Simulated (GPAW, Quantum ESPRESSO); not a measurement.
## Near-edge structure at the C K edge of ZnNi3C (Pm-3m)

Aim: the C K edge of ZnNi3C (Pm-3m) by two routes, a Lanczos recursion (XSpectra) and a sum over empty bands (GPAW), to see which features are robust.

Calculated with Quantum ESPRESSO 7.5; core-hole supercells, plane-wave PAW LDA (first program; GPAW 26.7.0 follows as the second).

This is a report of a sequence of runs, with most program output left out.

## Step 1: Starting point

The structure is cubic, space group Pm-3m (No. 221). The conventional cell has a = 3.766 Å, b = 3.766 Å, c = 3.766 Å, α = 90.00°, β = 90.00°, γ = 90.00°. Nearest to Zn lie 12 Ni at 2.66 Å. Nearest to Ni lie 2 C at 1.88 Å and 8 Ni at 2.66 Å and 4 Zn at 2.66 Å. C has 6 Ni at 1.88 Å nearest. Farther neighbours are not listed.

## Step 2: The field without a hole (Quantum ESPRESSO)

A plain self-consistent run shows whether there is a gap and which moments survive; both decide the set-up of the core-hole run.

Input file scf.in:

```
&control
   calculation='scf', prefix='x', pseudo_dir='../pp', outdir='tmp', tprnfor=.true.
/
&system
   ibrav=0, nat=5, ntyp=3, nbnd=31
   ecutwfc=44, ecutrho=400
   occupations='smearing', smearing='mv', degauss=0.015
   nspin=2
   starting_magnetization(2)=0.20
/
&electrons
   conv_thr=5.0e-08, electron_maxstep=120
   mixing_beta=0.3, mixing_mode='local-TF'
/
ATOMIC_SPECIES
Zn 1.0 Zn.lda-dn-kjpaw.UPF
Ni 1.0 Ni.lda-n-kjpaw.UPF
C3 1.0 C.lda-n-kjpaw.UPF
CELL_PARAMETERS angstrom
  3.76625300 0.00000000 0.00000000
  0.00000000 3.76625300 0.00000000
  0.00000000 0.00000000 3.76625300
ATOMIC_POSITIONS crystal
Zn   0.00000000 0.00000000 0.00000000
Ni   0.50000000 0.00000000 0.50000000
Ni   0.50000000 0.50000000 0.00000000
Ni   0.00000000 0.50000000 0.50000000
C3   0.50000000 0.50000000 0.50000000
K_POINTS automatic
7 7 7 0 0 0
```

Input file Zn.lda-dn-kjpaw.ld1.in:

```
&input
   title='Zn', zed=30., rel=1, iswitch=3, dft='PZ',
   config='[Ar] 4s2 4p0.3 3d9.7'
/
&inputp
   file_pseudopw='Zn.lda-dn-kjpaw.UPF', author='',
   lpaw=.true.,
   pseudotype=3,
   lloc=-1,
   rcloc=1.9,
   which_augfun='PSQ',
   rmatch_augfun_nc=.true.,
   nlcc=.true.,
   new_core_ps=.true.,
   rcore=1.0,
   tm=.true.,
   lgipaw_reconstruction=.true., use_paw_as_gipaw=.true.
/
6
4S  1  0  2.00  0.00  1.20  2.20  0.0
4S  1  0  0.00  6.10  1.20  2.20  0.0
4P  2  1  0.30  0.00  1.20  2.20  0.0
4P  2  1  0.00  6.30  1.20  2.20  0.0
3D  3  2  9.70  0.00  1.20  1.70  0.0
3D  3  2  0.00 -0.80  1.20  1.70  0.0
```

Input file Ni.lda-n-kjpaw.ld1.in:

```
&input
   title='Ni', zed=28., rel=1, iswitch=3, dft='PZ',
   config='[Ar] 4s2 4p0 3d8'
/
&inputp
   file_pseudopw='Ni.lda-n-kjpaw.UPF', author='',
   lpaw=.true.,
   pseudotype=3,
   lloc=-1,
   rcloc=2.1,
   which_augfun='PSQ',
   rmatch_augfun_nc=.true.,
   nlcc=.true.,
   new_core_ps=.true.,
   rcore=1.0,
   tm=.true.,
   lgipaw_reconstruction=.true., use_paw_as_gipaw=.true.
/
6
4S 1 0 2.00  0.00  1.30  2.20  0.0
4S 1 0 0.00  6.30  1.30  2.20  0.0
4P 2 1 0.00  0.00  1.30  2.20  0.0
4P 2 1 0.00  6.50  1.30  2.20  0.0
3D 3 2 8.00  0.00  1.30  1.80  0.0
3D 3 2 0.00 -0.40  1.30  1.80  0.0
```

Input file C.lda-n-kjpaw.ld1.in:

```
&input
   title='C', zed=6., rel=1, iswitch=3, dft='PZ',
   config='[He] 2s2 2p2'
/
&inputp
   file_pseudopw='C.lda-n-kjpaw.UPF', author='',
   lpaw=.true.,
   pseudotype=3,
   lloc=-1,
   rcloc=0.9,
   which_augfun='PSQ',
   rmatch_augfun_nc=.true.,
   nlcc=.true.,
   new_core_ps=.true.,
   rcore=0.7,
   tm=.true.,
   lgipaw_reconstruction=.true., use_paw_as_gipaw=.true.
/
4
2S  1  0  2.00  0.00  1.00  1.20  0.0
2S  1  0  0.00  3.00  1.00  1.20  0.0
2P  2  1  2.00  0.00  0.90  1.40  0.0
2P  2  1  0.00  0.05  0.90  1.40  0.0
```

Run with:

```console
OMP_NUM_THREADS=1 mpirun --oversubscribe --bind-to none -np 4 pw.x -nk 4 -in scf.in > scf.out
```

Elapsed: 15 s, on 4 MPI ranks of Arm Neoverse V2, shared host; peak memory 0.13 GiB.

Absorbing atoms carry a label of their own (element plus a letter or digit), as the spectrum program needs them as separate species.

The mesh shows no gap, so the system is treated as a metal and the core electron is put at the Fermi level (neutral cell).

## Step 3: Spectrum without a core hole, C atom 5 (Quantum ESPRESSO)

Without a hole the spectrum is the empty density of states of the right symmetry on the absorber, weighted by matrix elements. It needs only the small cell and serves as the baseline.

The absorber has 6 Ni at 1.88 Å (octahedral, site symmetry m-3m).

Input file xspectra.in:

```
&input_xspectra
   calculation='xanes_dipole', edge='K'
   prefix='x', outdir='tmp', xiabs=3, xe0=12.4707
   xonly_plot=.false., x_save_file='xanes.sav'
   xniter=3000, xcheck_conv=20, xerror=0.005
   xcoordcrys=.false., xepsilon(1)=1, xepsilon(2)=0, xepsilon(3)=0
/
&plot
   xnepoint=413, xemin=-10, xemax=45, terminator=.true., cut_occ_states=.true.
   xgamma=0.4
/
&pseudos
   filecore='../C.wfc'
/
&cut_occ
   cut_desmooth=0.1, cut_stepl=0.05, cut_stepu=0.05, cut_ierror=1e-5
/
8 8 8 0 0 0
```

Run with:

```console
OMP_NUM_THREADS=1 mpirun --oversubscribe --bind-to none -np 4 xspectra.x -nk 4 -in xspectra.in > xspectra.out
```

It took 59 s on 4 MPI ranks; peak memory 0.13 GiB; 3.9 min of CPU time.

The C K spectrum, C atom 5, no core hole (energy from the energy zero of the input (xe0, at the border of filled and empty states); intensity scaled to a mean of 1 over the first 20 eV; the points at xe0, where the cut of filled states can leave a spike, are interpolated):

```
E (eV)  intensity
 -2.00       0.07
 -1.25       0.12
 -0.50       0.28
  0.25       0.92
  1.00       1.13
  1.75       0.92
  2.50       1.07
  3.25       0.98
  4.00       1.62
  4.75       1.63
  5.50       0.91
  6.25       0.81
  7.00       0.79
  7.75       0.91
  8.50       1.26
  9.25       1.58
 10.00       0.99
 10.75       0.68
 11.50       0.45
 12.25       0.48
 13.00       0.56
 13.75       0.54
 14.50       0.60
 15.25       0.71
 16.00       1.03
 16.75       1.43
 17.50       2.06
 18.25       1.51
 19.00       0.68
 19.75       0.64
 20.50       0.62
 21.25       0.67
 22.00       0.81
 22.75       0.57
 23.50       0.61
 24.25       0.76
 25.00       0.70
 25.75       0.63
 26.50       0.64
 27.25       0.54
 28.00       0.43
 28.75       0.45
 29.50       0.53
 30.25       0.68
 31.00       0.81
 31.75       0.66
```

Main maxima below 24 eV (height): 0.7 eV (1.14), 2.5 eV (1.07), 4.4 eV (1.87), 9.1 eV (1.62), 17.8 eV (2.11) and 21.9 eV (0.83). A K edge sees empty p states; the first features are C p mixed into the empty d states of the Ni neighbours, and the broad ones above probably into the cations' higher empty bands.

## Step 4: Another broadening

The final state's lifetime shortens with energy, so measured features broaden above the edge; the saved Lanczos coefficients are redrawn with a width that grows.

Input file xspectra_plot.in:

```
&input_xspectra
   calculation='xanes_dipole', edge='K'
   prefix='x', outdir='tmp', xiabs=3, xe0=12.4707
   xonly_plot=.true., x_save_file='xanes.sav'
   xniter=3000, xcheck_conv=20, xerror=0.005
   xcoordcrys=.false., xepsilon(1)=1, xepsilon(2)=0, xepsilon(3)=0
/
&plot
   xnepoint=413, xemin=-10, xemax=45, terminator=.true., cut_occ_states=.true.
   gamma_mode='variable', gamma_energy(1)=4, gamma_energy(2)=25, gamma_value(1)=0.3, gamma_value(2)=2.5
/
&pseudos
   filecore='../C.wfc'
/
&cut_occ
   cut_desmooth=0.1, cut_stepl=0.05, cut_stepu=0.05, cut_ierror=1e-5
/
8 8 8 0 0 0
```

Run with:

```console
OMP_NUM_THREADS=1 xspectra.x -in xspectra_plot.in > xspectra_plot.out
```

Wall time 8 s (1 MPI rank); peak memory 0.1 GiB.

With a Lorentzian half width 0.3 eV up to 4 eV, rising linearly to 2.5 eV at 25 eV, the maxima are 0.7 eV (1.27), 2.5 eV (1.18), 4.4 eV (2.04), 9.0 eV (1.30) and 17.4 eV (1.19).

## Step 5: Supercell without a hole, the energy reference (Quantum ESPRESSO)

The photon energy needs a difference of total energies, so the cell and mesh of the coming hole run are first run without a hole.

Input file scf.in:

```
&control
   calculation='scf', prefix='x', pseudo_dir='../pp', outdir='tmp', tprnfor=.true.
/
&system
   ibrav=0, nat=10, ntyp=3, nbnd=63
   ecutwfc=44, ecutrho=400
   occupations='smearing', smearing='mv', degauss=0.015
   nspin=2
   starting_magnetization(2)=0.20
/
&electrons
   conv_thr=1.0e-07, electron_maxstep=120
   mixing_beta=0.3, mixing_mode='local-TF'
/
ATOMIC_SPECIES
Zn 1.0 Zn.lda-dn-kjpaw.UPF
Ni 1.0 Ni.lda-n-kjpaw.UPF
C 1.0 C.lda-n-kjpaw.UPF
CELL_PARAMETERS angstrom
  3.76625300 0.00000000 3.76625300
  0.00000000 3.76625300 3.76625300
  0.00000000 -3.76625300 3.76625300
ATOMIC_POSITIONS crystal
Zn   0.00000000 0.00000000 0.00000000
Zn   0.00000000 0.50000000 0.50000000
Ni   0.50000000 0.00000000 0.00000000
Ni   0.50000000 0.50000000 0.50000000
Ni   0.50000000 0.00000000 0.50000000
Ni   0.50000000 0.50000000 0.00000000
Ni   0.00000000 0.50000000 0.00000000
Ni   0.00000000 0.00000000 0.50000000
C    0.50000000 0.25000000 0.75000000
C    0.50000000 0.75000000 0.25000000
K_POINTS automatic
7 7 7 0 0 0
```

Run with:

```console
OMP_NUM_THREADS=1 mpirun --oversubscribe --bind-to none -np 4 pw.x -nk 4 -in scf.in > scf.out
```

Run time: 80 s. Hardware: 4 MPI ranks; peak memory 0.26 GiB; 5.3 min of CPU time.

Reference energy: -347559.073 eV with the cores included.

## Step 6: The atom with a core hole (Quantum ESPRESSO)

The frozen core must hold the hole, so the absorber gets a data set of its own.

Input file C.lda-n-kjpaw-1sch.ld1.in:

```
&input
   title='C', zed=6., rel=1, iswitch=3, dft='PZ',
   config='1s1 2s2 2p3'
/
&inputp
   file_pseudopw='C.lda-n-kjpaw-1sch.UPF', author='',
   lpaw=.true.,
   pseudotype=3,
   lloc=-1,
   rcloc=0.9,
   which_augfun='PSQ',
   rmatch_augfun_nc=.true.,
   nlcc=.true.,
   new_core_ps=.true.,
   rcore=0.7,
   tm=.true.,
   zval=5,
   lgipaw_reconstruction=.true., use_paw_as_gipaw=.true.
/
4
2S  1  0  2.00  0.00  1.00  1.20  0.0
2S  1  0  0.00  3.00  1.00  1.20  0.0
2P  2  1  3.00  0.00  0.90  1.40  0.0
2P  2  1  0.00  0.05  0.90  1.40  0.0
```

Run with:

```console
ld1.x < C.lda-n-kjpaw-1sch.ld1.in > C.lda-n-kjpaw-1sch.ld1.out
```

Run time: 0.61 s. Hardware: 1 MPI rank; peak memory 0.12 GiB.

Removing the core electron and adding it to the valence shell costs the free atom 287.2 eV.

## Step 7: Supercell with XCH, C atom 5 (Quantum ESPRESSO)

The holes are 5.3 Å apart. The excited electron is kept in the cell, where it fills the lowest empty states and screens the hole.

scf.in: that of step 5 with these lines changed.

```diff
@@ -4,3 +4,3 @@
 &system
-   ibrav=0, nat=10, ntyp=3, nbnd=63
+   ibrav=0, nat=10, ntyp=4, nbnd=64
    ecutwfc=44, ecutrho=400
@@ -17,2 +17,3 @@
 Ni 1.0 Ni.lda-n-kjpaw.UPF
+C0 1.0 C.lda-n-kjpaw-1sch.UPF
 C 1.0 C.lda-n-kjpaw.UPF
@@ -31,3 +32,3 @@
 Ni   0.00000000 0.00000000 0.50000000
-C    0.50000000 0.25000000 0.75000000
+C0   0.50000000 0.25000000 0.75000000
 C    0.50000000 0.75000000 0.25000000
```

Run with:

```console
OMP_NUM_THREADS=1 mpirun --oversubscribe --bind-to none -np 4 pw.x -nk 4 -in scf.in > scf.out
```

It took 73 s on 4 MPI ranks; peak memory 0.26 GiB.

Energy with the hole: -347272.578 eV, cores included.

## Step 8: Spectrum with XCH, C atom 5 (Quantum ESPRESSO)

The Lanczos recursion gives the spectrum without computing empty bands; each polarisation needs a run of its own on the full k mesh. xe0 is set between filled and empty states, and states below it are cut, here at the Fermi level, which holds the excited electron. The file of filecore holds the core orbital, taken from the hole-free data set.

xspectra.in: that of step 3 with these lines changed.

```diff
@@ -2,3 +2,3 @@
    calculation='xanes_dipole', edge='K'
-   prefix='x', outdir='tmp', xiabs=3, xe0=12.4707
+   prefix='x', outdir='tmp', xiabs=3, xe0=12.5199
    xonly_plot=.false., x_save_file='xanes.sav'
```

Run with:

```console
OMP_NUM_THREADS=1 mpirun --oversubscribe --bind-to none -np 4 xspectra.x -nk 4 -in xspectra.in > xspectra.out
```

Elapsed: 5.1 min, on 4 MPI ranks; peak memory 0.19 GiB.

The C K spectrum, C atom 5, excited-electron core hole (neutral cell) (energy from the energy zero of the input (xe0, at the border of filled and empty states); intensity scaled to a mean of 1 over the first 20 eV; the points at xe0, where the cut of filled states can leave a spike, are interpolated):

```
E (eV)  intensity
  -2.0       0.09
  -1.4       0.13
  -0.8       0.24
  -0.2       0.72
   0.4       1.49
   1.0       1.16
   1.6       1.20
   2.2       1.20
   2.8       1.19
   3.4       1.80
   4.0       1.91
   4.6       1.25
   5.2       0.85
   5.8       0.77
   6.4       0.69
   7.0       0.86
   7.6       1.02
   8.2       1.42
   8.8       1.51
   9.4       0.86
  10.0       0.55
  10.6       0.58
  11.2       0.43
  11.8       0.54
  12.4       0.61
  13.0       0.59
  13.6       0.61
  14.2       0.68
  14.8       0.86
  15.4       1.20
  16.0       1.50
  16.6       1.87
  17.2       1.52
  17.8       0.94
  18.4       0.53
  19.0       0.42
  19.6       0.47
  20.2       0.58
  20.8       0.62
  21.4       0.58
  22.0       0.54
  22.6       0.43
  23.2       0.52
  23.8       0.66
  24.4       0.63
  25.0       0.54
  25.6       0.53
  26.2       0.52
  26.8       0.43
  27.4       0.39
  28.0       0.41
  28.6       0.50
  29.2       0.57
  29.8       0.68
  30.4       0.68
  31.0       0.55
  31.6       0.42
```

Main maxima below 24 eV (height): 0.4 eV (1.50), 1.9 eV (1.28), 3.8 eV (2.03), 8.6 eV (1.61), 16.7 eV (1.90) and 20.6 eV (0.62). 

The total-energy difference is 286.50 eV. One term is added: -6.67 eV, since the hole is spin-paired here and a spin-polarised one costs that much less in the free atom (computed apart). The photon energy is then 279.82 eV. The functional leaves an error in such absolute values: in the free atom LDA prices this hole 2.9 eV below PBE (computed apart), and PBE is itself good to a few eV.

## Step 9: Another broadening

xspectra_plot.in: that of step 4 with these lines changed.

```diff
@@ -2,3 +2,3 @@
    calculation='xanes_dipole', edge='K'
-   prefix='x', outdir='tmp', xiabs=3, xe0=12.4707
+   prefix='x', outdir='tmp', xiabs=3, xe0=12.5199
    xonly_plot=.true., x_save_file='xanes.sav'
```

Run with:

```console
OMP_NUM_THREADS=1 xspectra.x -in xspectra_plot.in > xspectra_plot.out
```

The job ended after 9.5 s (1 MPI rank; peak memory 0.11 GiB).

With a Lorentzian half width 0.3 eV up to 4 eV, rising linearly to 2.5 eV at 25 eV, the maxima are 0.4 eV (1.73), 1.9 eV (1.37), 3.8 eV (2.24), 8.4 eV (1.28) and 16.3 eV (1.12).

## Step 10: The field without a hole (GPAW)

The second program starts from its own ground state, on the same cell and functional.

Input file scf.py:

```python
import numpy as np
from ase import Atoms
from ase.parallel import parprint, paropen
from gpaw import GPAW, PW, FermiDirac, Mixer, MixerDif, setup_paths
from gpaw.test import gen
setup_paths.insert(0, '.')
gen('C', name='nch1s', xcname='LDA', corehole=(1, 0, 0), write_xml=True)
from gpaw.mpi import world
world.barrier()

atoms = Atoms('ZnNi3C',
    cell=[[3.766253, 0, 0],
     [0, 3.766253, 0],
     [0, 0, 3.766253]],
    scaled_positions=[[0, 0, 0],
     [0.5, 0, 0.5],
     [0.5, 0.5, 0],
     [0, 0.5, 0.5],
     [0.5, 0.5, 0.5]],
    magmoms=[0.0, 2.0, 2.0, 2.0, 0.0],
    pbc=True)
atoms.calc = calc = GPAW(legacy_gpaw=True, mode=PW(500, force_complex_dtype=True), xc='LDA', setups={4: 'nch1s'},
    kpts={'size': (7, 7, 7), 'gamma': True}, occupations=FermiDirac(0.05),
    charge=0, mixer=MixerDif(0.05, 8, 50), maxiter=150,
    convergence={'density': 0.0001, 'eigenstates': 1e-6}, txt='scf.txt')
energy = atoms.get_potential_energy() + calc.get_reference_energy()
ef = calc.get_fermi_level()
out = dict(energy=energy, fermi=ef, forces=atoms.get_forces().tolist(), magmoms=atoms.get_magnetic_moments().tolist())
parprint(f'all-electron energy {energy:.4f} eV, Fermi level {ef:.4f} eV')
ev = np.array([[calc.get_eigenvalues(k, s) for k in range(len(calc.get_ibz_k_points()))] for s in range(calc.get_number_of_spins())])
out['homo'], out['lumo'], out['counts'] = ev[ev < ef].max(), ev[ev > ef].min(), sorted(set((ev < ef).sum((0, 2)).tolist()))
out['filled'] = (ev[:, 0] < ef).sum(1).tolist()
import json
with paropen('out.json', 'w') as f:
    json.dump(out, f)
```

Run with:

```console
OMP_NUM_THREADS=1 mpirun -n 4 gpaw python scf.py
```

Elapsed: 13 s, on 4 MPI ranks; peak memory 0.27 GiB.

The mesh shows no gap, so the system is treated as a metal and the core electron is put at the Fermi level (neutral cell).

(Continued in part 2 of 2.)

[Logs are printed without paths, hosts, clocks, repeated set-up lines and the standing remarks that a program may print on its own settings, such as how far it seeks lower states.]

[Hosts, paths, dates, database ids (printed as entryN), source tags and the programs' standing remarks are cut or masked in the printed files.]

[Lists of maxima count a maximum above −3 eV only where it reaches 4 % of the highest in the window and stands out from its surroundings by 2 % of it (1.5 % where it reaches 55 %); shoulders and weaker maxima are passed over, and of the rest the first, up to two pre-edge ones and the few strongest are named.]
